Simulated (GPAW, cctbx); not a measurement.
## Reading charge transfer from structure factors

Ga2C, I4/mcm (no. 140), a = 5.5196 Å, b = 5.5196 Å, c = 5.2914 Å, α = 90.00°, β = 90.00°, γ = 90.00°.

```csv
atom,mult.,x,y,z
Ga1,8,0.3295,0.1705,1/2
C1,4,0,0,1/4
```

The cell comes from substitution in a known structure type and wasn't matched to any measured phase.

Absolute values of the static structure factors of the conventional cell from DFT (PBE, GPAW) against free spherical atoms, in electrons:

```
hkl  d (Å)  free atoms  crystal
110  3.903       32.12    31.42
200  2.760       95.54    94.31
002  2.646      187.64   186.70
211  2.237      142.00   141.72
112  2.190       56.62    57.24
220  1.952       65.18    65.17
202  1.910      109.58   109.34
310  1.746       93.94    93.48
222  1.571       39.18    39.36
321  1.471        9.75     9.79
```

**Question.** Which way does charge move, and which reflections show it best?

Project each element's phase sum on the total phase. |F| rises if density moves to atoms that scatter in phase and falls if it moves to atoms that scatter against it; the rule is for low angles, since changes of shape take over beyond. Where all elements are in phase the terms compete, and the compactness of the donor's and the acceptor's density matters too.

| hkl | Ga in phase | C in phase | change (e) | (%) |
| --- | --- | --- | --- | --- |
| 110 | +1.8 | -4.0 | -0.70 | -2.2 |
| 200 | +4.3 | -4.0 | -1.23 | -1.3 |
| 002 | +8.0 | -4.0 | -0.94 | -0.5 |
| 211 | +5.9 | 0.0 | -0.27 | -0.2 |
| 112 | +1.8 | +4.0 | +0.62 | +1.1 |
| 220 | +2.3 | +4.0 | -0.01 | 0.0 |
| 202 | +4.3 | +4.0 | -0.23 | -0.2 |
| 310 | +3.8 | +4.0 | -0.46 | -0.5 |

Low-angle reflections that set elements apart and change by more than 0.05 e: 110, 200, 002, 211 and 112 (220 hardly moves and tells little). The signs fit a gain of density on C and a loss on Ga. The best witness is 110, -2.2 %, where C enters with -4.0. The real-space density agrees: Voronoi charges Ga +0.17, C -0.34 e. The shortest bond, Ga–C, has Δρ = +0.03 e/Å³ at its midpoint, low for a shared bond; with the charge transfer this is a polar contact.

[Outputs are excerpts: Python notices, other lines and further rows are left out; steps that failed or that the build refused (PBEsol, TPSS) are not shown.]

[Logs are printed without paths, hosts, clocks, repeated set-up lines and the standing remarks that a program may print on its own settings, such as how far it seeks lower states.]
